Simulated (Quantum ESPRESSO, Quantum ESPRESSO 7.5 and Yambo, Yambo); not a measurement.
## CdF2 (Fm-3m): G0W0 with Yambo, start to end

Wanted: ground state, empty states, screening and self-energy for CdF2 (Fm-3m).

Method: PBE and many-body steps on it, plane waves, in Quantum ESPRESSO 7.5 and Yambo 5.3.0.

### 1. Set-up

Symmetry: Fm-3m, No. 225, cubic system. The conventional cell has a = 5.388 Å, b = 5.388 Å, c = 5.388 Å, α = 90.00°, β = 90.00°, γ = 90.00°. Cd has 8 F at 2.33 Å nearest. Nearest to F lie 4 Cd at 2.33 Å. Farther neighbours and most contacts between anions are not listed.

The cell and positions come from the Crystallography Open Database and are kept as given unless a step says otherwise.

### 2. Ground state

This step: Quantum ESPRESSO 7.5; DFT, PBE, plane waves, norm-conserving pseudopotentials.

The ground-state density comes first.

Contents of pw.in:

```
&control
  calculation = 'scf'
  prefix = 'x'
  outdir = 'o'
  pseudo_dir = 'pseudo'
/
&system
  ibrav = 0
  nat = 3
  ntyp = 2
  ecutwfc = 94.0
  nbnd = 22
  force_symmorphic = .true.
/
&electrons
  conv_thr = 1e-10
  electron_maxstep = 80
  mixing_beta = 0.5
/
ATOMIC_SPECIES
  Cd 112.41 Cd.upf
  F 18.998 F.upf
CELL_PARAMETERS angstrom
  0.0000000000 2.6940000000 2.6940000000
  2.6940000000 -0.0000000000 2.6940000000
  2.6940000000 2.6940000000 -0.0000000000
ATOMIC_POSITIONS crystal
  Cd 0.0000000000 0.0000000000 0.0000000000
  F 0.2500000000 0.2500000000 0.2500000000
  F 0.7500000000 0.7500000000 0.7500000000
K_POINTS automatic
  6 6 6 0 0 0
```

On the command line:

```
$ OMP_NUM_THREADS=1 mpirun -n 4 pw.x -nk 4 -in pw.in > pw.out
```

Output:

```text
Program PWSCF v.7.5 starts

     This program is part of the open-source Quantum ESPRESSO suite
     for quantum simulation of materials; please cite
         "P. Giannozzi et al., J. Phys.:Condens. Matter 21 395502 (2009);
         "P. Giannozzi et al., J. Phys.:Condens. Matter 29 465901 (2017);
         "P. Giannozzi et al., J. Chem. Phys. 152 154105 (2020);
     in publications or presentations arising from this work. More details at
     Message from routine setup:
     using ibrav=0 with symmetry is DISCOURAGED, use correct ibrav instead

     G-vector sticks info

     bravais-lattice index     =            0
     lattice parameter (alat)  =       7.1997  a.u.
     unit-cell volume          =     263.8878 (a.u.)^3
     number of atoms/cell      =            3
     number of atomic types    =            2
     number of electrons       =        34.00
     number of Kohn-Sham states=           22
     kinetic-energy cutoff     =      94.0000  Ry
     charge density cutoff     =     376.0000  Ry
     scf convergence threshold =      1.0E-10
     mixing beta               =       0.5000
     number of iterations used =            8  plain     mixing
     Exchange-correlation= PBE
                           (   1   4   3   4   0   0   0)

     celldm(1)=   7.199651  celldm(2)=   0.000000  celldm(3)=   0.000000
     celldm(4)=   0.000000  celldm(5)=   0.000000  celldm(6)=   0.000000

     crystal axes: (cart. coord. in units of alat)
               a(1) = (   0.000000   0.707107   0.707107 )
               a(2) = (   0.707107  -0.000000   0.707107 )
               a(3) = (   0.707107   0.707107  -0.000000 )

     reciprocal axes: (cart. coord. in units 2 pi/alat)
               b(1) = ( -0.707107  0.707107  0.707107 )
               b(2) = (  0.707107 -0.707107  0.707107 )
               b(3) = (  0.707107  0.707107 -0.707107 )
     Pseudo is Norm-conserving + core correction, Zval = 20.0
     Generated using ONCVPSP code by D. R. Hamann
     Using radial grid of 1368 points,  6 beta functions with:
     Pseudo is Norm-conserving + core correction, Zval =  7.0
     Generated using ONCVPSP code by D. R. Hamann
     Using radial grid of  832 points,  5 beta functions with:
     Cd               20.00   112.41000     Cd( 1.00)
     F                 7.00    18.99800     F ( 1.00)

     48 Sym. Ops., with inversion, found

   Cartesian axes

     site n.     atom                  positions (alat units)
         1        Cd     tau(   1) = (   0.0000000   0.0000000   0.0000000  )
         2        F      tau(   2) = (   0.3535534   0.3535534   0.3535534  )
         3        F      tau(   3) = (   1.0606602   1.0606602   1.0606602  )

     number of k points=    16
                       cart. coord. in units 2pi/alat
        k(    1) = (   0.0000000   0.0000000   0.0000000), wk =   0.0092593
        k(    2) = (   0.1178511   0.1178511  -0.1178511), wk =   0.0740741
        k(    3) = (   0.2357023   0.2357023  -0.2357023), wk =   0.0740741
        k(    4) = (  -0.3535534  -0.3535534   0.3535534), wk =   0.0370370
        k(    5) = (   0.2357023   0.0000000  -0.0000000), wk =   0.0555556
        k(    6) = (   0.3535534   0.1178511  -0.1178511), wk =   0.2222222
        k(    7) = (  -0.2357023  -0.4714045   0.4714045), wk =   0.2222222
        k(    8) = (  -0.1178511  -0.3535534   0.3535534), wk =   0.2222222
        k(    9) = (   0.0000000  -0.2357023   0.2357023), wk =   0.1111111
        k(   10) = (   0.4714045   0.0000000  -0.0000000), wk =   0.0555556
     [... 4 further rows ...]
        k(   15) = (  -0.1178511  -0.3535534   0.5892557), wk =   0.2222222
        k(   16) = (  -0.7071068   0.2357023   0.0000000), wk =   0.1111111

     Dense  grid:    32647 G-vectors     FFT dimensions: (  45,  45,  45)

     Initial potential from superposition of free atoms

     starting charge      33.9997, renormalised to      34.0000
     Starting wfcs are   18 randomized atomic wfcs +    4 random wfcs

     per-process dynamical memory:    27.3 Mb

     Self-consistent Calculation

     iteration #  1     ecut=    94.00 Ry     beta= 0.50

     total energy              =    -449.30280373 Ry
     estimated scf accuracy    <       0.38882180 Ry

     iteration #  2     ecut=    94.00 Ry     beta= 0.50

     total energy              =    -449.41312000 Ry
     estimated scf accuracy    <       0.06893993 Ry

     iteration #  3     ecut=    94.00 Ry     beta= 0.50

     total energy              =    -449.42409432 Ry
     estimated scf accuracy    <       0.00414792 Ry

     iteration #  4     ecut=    94.00 Ry     beta= 0.50

     total energy              =    -449.42450811 Ry
     estimated scf accuracy    <       0.00005846 Ry

     iteration #  5     ecut=    94.00 Ry     beta= 0.50

     total energy              =    -449.42452890 Ry
     estimated scf accuracy    <       0.00001264 Ry

     iteration #  6     ecut=    94.00 Ry     beta= 0.50

     total energy              =    -449.42453058 Ry
     estimated scf accuracy    <       0.00000509 Ry

     iteration #  7     ecut=    94.00 Ry     beta= 0.50

     total energy              =    -449.42453169 Ry
     estimated scf accuracy    <       0.00000017 Ry

     iteration #  8     ecut=    94.00 Ry     beta= 0.50

     total energy              =    -449.42453168 Ry
     estimated scf accuracy    <       0.00000006 Ry

     iteration #  9     ecut=    94.00 Ry     beta= 0.50

     total energy              =    -449.42453169 Ry
     estimated scf accuracy    <          5.5E-10 Ry

     iteration # 10     ecut=    94.00 Ry     beta= 0.50

     End of self-consistent calculation

          k = 0.0000 0.0000 0.0000 (  4015 PWs)   bands (ev):

   -91.9104 -53.0067 -53.0067 -53.0067 -14.2017 -13.1009   0.9376   0.9376
     0.9376   2.1378   2.1378   5.5577   5.5577   5.5577   6.0345   6.0345
     6.0345   9.6539  19.2706  19.2706  19.2706  24.2209

          k = 0.1179 0.1179-0.1179 (  4047 PWs)   bands (ev):

   -91.9104 -53.0074 -53.0068 -53.0068 -14.1150 -13.1773   1.0370   1.0370
     1.2245   2.1111   2.1111   4.8415   5.3760   5.3760   5.7987   6.0552
     6.0552  10.6120  18.1609  19.6675  19.6675  25.7131

          k = 0.2357 0.2357-0.2357 (  4068 PWs)   bands (ev):

   -91.9104 -53.0086 -53.0070 -53.0070 -13.8964 -13.3708   1.2134   1.2134
     1.9187   2.1325   2.1325   3.9953   4.9422   4.9506   4.9506   6.1088
     6.1088  12.4815  16.6515  20.5543  20.5543  25.0343

          k =-0.3536-0.3536 0.3536 (  4092 PWs)   bands (ev):

     [... further k-points ...]

     highest occupied, lowest unoccupied level (ev):     6.5104    9.6539

!    total energy              =    -449.42453169 Ry
     estimated scf accuracy    <          4.0E-11 Ry

     The total energy is the sum of the following terms:
     one-electron contribution =    -231.75051497 Ry
     hartree contribution      =     131.90836419 Ry
     xc contribution           =     -70.73906150 Ry
     ewald contribution        =    -278.84331940 Ry

     convergence has been achieved in  10 iterations

     XML data file, charge density, pseudopotentials, collected wavefunctions

=------------------------------------------------------------------------------=
   JOB DONE.
=------------------------------------------------------------------------------=
```

Wall time 7.6 s (4 MPI ranks of Arm Neoverse V1, shared host); peak memory 0.27 GiB; 30 s of CPU time.

Numbers from this step:

| Item | Value |
| --- | --- |
| total energy | -6114.7323 eV |
| gap | 3.143 eV |
| k of the valence top | 0.1667, -0.5, -0.3333 |
| k of the conduction bottom | 0, 0, 0 |
| least direct gap | 3.619 eV |

The gap is indirect, with the least direct gap 0.48 eV higher.

### 3. Bands along the symmetry lines

The cheap functional maps the bands first; the places of the edges decide which points the dearer methods must see.

Contents of pw.in:

```
&control
  calculation = 'bands'
  prefix = 'x'
  outdir = 'o'
  pseudo_dir = 'pseudo'
/
&system
  ibrav = 0
  nat = 3
  ntyp = 2
  ecutwfc = 94.0
  nbnd = 23
  force_symmorphic = .true.
/
&electrons
  conv_thr = 1e-9
  electron_maxstep = 80
  diago_full_acc = .true.
  diago_thr_init = 5e-6
/
ATOMIC_SPECIES
  Cd 112.41 Cd.upf
  F 18.998 F.upf
CELL_PARAMETERS angstrom
  0.0000000000 2.6940000000 2.6940000000
  2.6940000000 -0.0000000000 2.6940000000
  2.6940000000 2.6940000000 -0.0000000000
ATOMIC_POSITIONS crystal
  Cd 0.0000000000 0.0000000000 0.0000000000
  F 0.2500000000 0.2500000000 0.2500000000
  F 0.7500000000 0.7500000000 0.7500000000
K_POINTS crystal
  50
  0.00000000 0.00000000 0.00000000 1
  0.06250000 0.00000000 0.06250000 1
  0.12500000 0.00000000 0.12500000 1
  0.18750000 0.00000000 0.18750000 1
  0.25000000 0.00000000 0.25000000 1
  0.31250000 0.00000000 0.31250000 1
  0.37500000 0.00000000 0.37500000 1
  0.43750000 0.00000000 0.43750000 1
  0.50000000 0.00000000 0.50000000 1
  0.51562500 0.03125000 0.51562500 1
  0.53125000 0.06250000 0.53125000 1
  0.54687500 0.09375000 0.54687500 1
  0.56250000 0.12500000 0.56250000 1
  0.57812500 0.15625000 0.57812500 1
  0.59375000 0.18750000 0.59375000 1
  0.60937500 0.21875000 0.60937500 1
  0.62500000 0.25000000 0.62500000 1
  0.37500000 0.37500000 0.75000000 1
  0.32812500 0.32812500 0.65625000 1
  0.28125000 0.28125000 0.56250000 1
  0.23437500 0.23437500 0.46875000 1
  0.18750000 0.18750000 0.37500000 1
  0.14062500 0.14062500 0.28125000 1
  0.09375000 0.09375000 0.18750000 1
  0.04687500 0.04687500 0.09375000 1
  0.00000000 0.00000000 0.00000000 1
  0.06250000 0.06250000 0.06250000 1
  0.12500000 0.12500000 0.12500000 1
  0.18750000 0.18750000 0.18750000 1
  0.25000000 0.25000000 0.25000000 1
  0.31250000 0.31250000 0.31250000 1
  0.37500000 0.37500000 0.37500000 1
  0.43750000 0.43750000 0.43750000 1
  0.50000000 0.50000000 0.50000000 1
  0.50000000 0.46875000 0.53125000 1
  0.50000000 0.43750000 0.56250000 1
  0.50000000 0.40625000 0.59375000 1
  0.50000000 0.37500000 0.62500000 1
  0.50000000 0.34375000 0.65625000 1
  0.50000000 0.31250000 0.68750000 1
  0.50000000 0.28125000 0.71875000 1
  0.50000000 0.25000000 0.75000000 1
  0.50000000 0.21875000 0.71875000 1
  0.50000000 0.18750000 0.68750000 1
  0.50000000 0.15625000 0.65625000 1
  0.50000000 0.12500000 0.62500000 1
  0.50000000 0.09375000 0.59375000 1
  0.50000000 0.06250000 0.56250000 1
  0.50000000 0.03125000 0.53125000 1
  0.50000000 0.00000000 0.50000000 1
```

Output:

```text
[banner, memory and clock lines left out]
Program PWSCF v.7.5 starts

     Atomic positions and unit cell read from directory:
     o/x.save/

     Message from routine setup:
     using ibrav=0 with symmetry is DISCOURAGED, use correct ibrav instead

     G-vector sticks info

     bravais-lattice index     =            0
     lattice parameter (alat)  =       7.1997  a.u.
     unit-cell volume          =     263.8878 (a.u.)^3
     number of atoms/cell      =            3
     number of atomic types    =            2
     number of electrons       =        34.00
     number of Kohn-Sham states=           23
     kinetic-energy cutoff     =      94.0000  Ry
     charge density cutoff     =     376.0000  Ry
     Exchange-correlation= PBE
                           (   1   4   3   4   0   0   0)

     celldm(1)=   7.199651  celldm(2)=   0.000000  celldm(3)=   0.000000
     celldm(4)=   0.000000  celldm(5)=   0.000000  celldm(6)=   0.000000

     crystal axes: (cart. coord. in units of alat)
               a(1) = (   0.000000   0.707107   0.707107 )
               a(2) = (   0.707107  -0.000000   0.707107 )
               a(3) = (   0.707107   0.707107  -0.000000 )

     reciprocal axes: (cart. coord. in units 2 pi/alat)
               b(1) = ( -0.707107  0.707107  0.707107 )
               b(2) = (  0.707107 -0.707107  0.707107 )
               b(3) = (  0.707107  0.707107 -0.707107 )
     Pseudo is Norm-conserving + core correction, Zval = 20.0
     Generated using ONCVPSP code by D. R. Hamann
     Using radial grid of 1368 points,  6 beta functions with:
     Pseudo is Norm-conserving + core correction, Zval =  7.0
     Generated using ONCVPSP code by D. R. Hamann
     Using radial grid of  832 points,  5 beta functions with:
     Cd               20.00   112.41000     Cd( 1.00)
     F                 7.00    18.99800     F ( 1.00)

     48 Sym. Ops., with inversion, found

   Cartesian axes

     site n.     atom                  positions (alat units)
         1        Cd     tau(   1) = (   0.0000000   0.0000000   0.0000000  )
         2        F      tau(   2) = (   0.3535534   0.3535534   0.3535534  )
         3        F      tau(   3) = (   1.0606602   1.0606602   1.0606602  )

     number of k points=    50
                       cart. coord. in units 2pi/alat
        k(    1) = (   0.0000000   0.0000000   0.0000000), wk =   0.0400000
        k(    2) = (   0.0000000   0.0883883   0.0000000), wk =   0.0400000
        k(    3) = (   0.0000000   0.1767767   0.0000000), wk =   0.0400000
[...]
[... 38 further rows ...]
        k(   49) = (   0.0441942   0.7071068   0.0000000), wk =   0.0400000
        k(   50) = (   0.0000000   0.7071068   0.0000000), wk =   0.0400000

     Dense  grid:    32647 G-vectors     FFT dimensions: (  45,  45,  45)

     The potential is recalculated from file :
     o/x.save/charge-density

     Starting wfcs are   18 randomized atomic wfcs +    5 random wfcs

     Band Structure Calculation

     End of band structure calculation

          k = 0.0000 0.0000 0.0000 (  4015 PWs)   bands (ev):

   -91.9103 -53.0066 -53.0066 -53.0066 -14.2018 -13.1009   0.9377   0.9377
     0.9377   2.1379   2.1379   5.5577   5.5577   5.5577   6.0345   6.0345
     6.0345   9.6539  19.2706  19.2706  19.2706  24.2210  26.4704

          k = 0.0000 0.0884 0.0000 (  4035 PWs)   bands (ev):

   -91.9104 -53.0067 -53.0067 -53.0067 -14.1850 -13.1157   0.9593   0.9593
[...]
6.0418   9.8549  19.0074  19.3403  19.3403  24.6052  26.1507

          k = 0.0000 0.1768 0.0000 (  4047 PWs)   bands (ev):

[...]
6.0736  10.3733  18.4219  19.5343  19.5343  24.7507  26.2188

          k =-0.0000 0.2652 0.0000 (  4048 PWs)   bands (ev):

[...]
k = 0.0000 0.4419-0.0000 (  4056 PWs)   bands (ev):

[...]
k =-0.0000 0.5303 0.0000 (  4064 PWs)   bands (ev):

[...]
k = 0.0000 0.6187-0.0000 (  4064 PWs)   bands (ev):

[...]
k = 0.4640 0.4640-0.0000 (  4075 PWs)   bands (ev):

[...]
k = 0.3315 0.3315-0.0000 (  4063 PWs)   bands (ev):

[...]
k = 0.3094 0.7071-0.0000 (  4080 PWs)   bands (ev):

[...]
k = 0.2210 0.7071-0.0000 (  4074 PWs)   bands (ev):

[...]
k = 0.1768 0.7071-0.0000 (  4062 PWs)   bands (ev):

[...]
k = 0.0442 0.7071 0.0000 (  4076 PWs)   bands (ev):

[...]
6.4451  14.5688  16.2770  18.4711  20.7596  20.8886  26.0884

          k = 0.0000 0.7071 0.0000 (  4088 PWs)   bands (ev):

   -91.9104 -53.0092 -53.0077 -53.0077 -13.7328 -13.4694   1.1535   1.8889
     1.8889   2.2524   2.4249   3.4542   3.5900   3.5900   6.0229   6.4411
     6.4411  14.5663  16.2381  18.4942  20.8276  20.8276  26.0277

     XML data file, pseudopotentials, collected wavefunctions
```

Run time: 6.2 s. Hardware: 4 MPI ranks; peak memory 0.24 GiB; 24 s of CPU time.

Numbers from this step:

- gap: 3.124 eV
- k of the valence top: 0.5, 0.25, 0.75
- k of the conduction bottom: 0, 0, 0
- least direct gap: 3.619 eV

The gap is 3.124 eV, −0.019 eV from the run before at this level.

Electronic bands along the path, in eV, zero at the top of the highest filled band:

```tsv
point	band 14	band 15	band 16	band 17	band 18	band 19	band 20	band 21
Γ	-0.97	-0.50	-0.50	-0.50	3.12	12.74	12.74	12.74
halfway	-1.83	-0.50	-0.31	-0.31	5.33	10.70	13.59	13.59
X	-2.94	-0.51	-0.09	-0.09	8.04	9.71	11.96	14.30
halfway	-2.67	-0.56	-0.23	-0.12	8.05	10.01	11.76	14.25
U	-2.30	-0.95	-0.35	-0.20	7.99	10.79	11.16	14.50
jump to K	-2.30	-0.95	-0.35	-0.20	7.99	10.79	11.16	14.50
halfway	-1.42	-1.14	-0.44	-0.41	5.62	10.69	13.12	14.00
Γ	-0.97	-0.50	-0.50	-0.50	3.12	12.74	12.74	12.74
halfway	-1.36	-1.12	-0.45	-0.45	4.99	10.84	13.56	13.56
L	-1.83	-1.83	-0.39	-0.39	7.20	9.18	14.53	14.53
halfway	-1.85	-1.49	-0.47	-0.24	7.58	9.86	12.99	13.97
W	-1.52	-1.52	-0.60	0.00	8.10	11.53	11.72	11.72
halfway	-2.48	-0.56	-0.53	-0.04	8.07	10.29	11.71	13.39
X	-2.94	-0.51	-0.09	-0.09	8.04	9.71	11.96	14.30
```

The electronic bands as a text plot (rows in eV, shown from -4.8 to 9.1 only):

```
    8.8 |
    8.3 |            ++++++                              ++++++++
    7.7 |          ++      +                         ++++
    7.1 |         +         ++                  +++++
    6.5 |                     ++               +
    5.9 |       ++                           ++
    5.4 |     ++                +
    4.8 |    +                   ++         +
    4.2 |                          ++      +
    3.6 |  ++                        +   ++
    3.1 |++                           +++
    2.5 |
    1.9 |
    1.3 |
    0.7 |
    0.2 |          *****                                *********
   -0.4 |********************************************************
   -1.0 |****            **     *************              **
   -1.6 |  *****           **********    *******************
   -2.2 |    *****       *****   **         *   ********    *
   -2.7 |       ***********     *            ********   *********
   -3.3 |          *************                     ************
   -3.9 |          ****                          ****          **
   -4.5 |********************************************************
         Γ           X  U|K            Γ         L        W     X
```

[end of part 1 of 3]

[Paths, hosts, dates, memory and timing lines, banners, echoed tables and standing remarks are left out of the program output.]

[Logs are printed without paths, hosts, clocks, repeated set-up lines and the standing remarks that a program may print on its own settings, such as how far it seeks lower states.]

[Runs of the session that timed out or met a known fault of the program may be left out.]

[Hosts, paths, dates, database ids (printed as entryN), source tags and the programs' standing remarks are cut or masked in the printed files.]
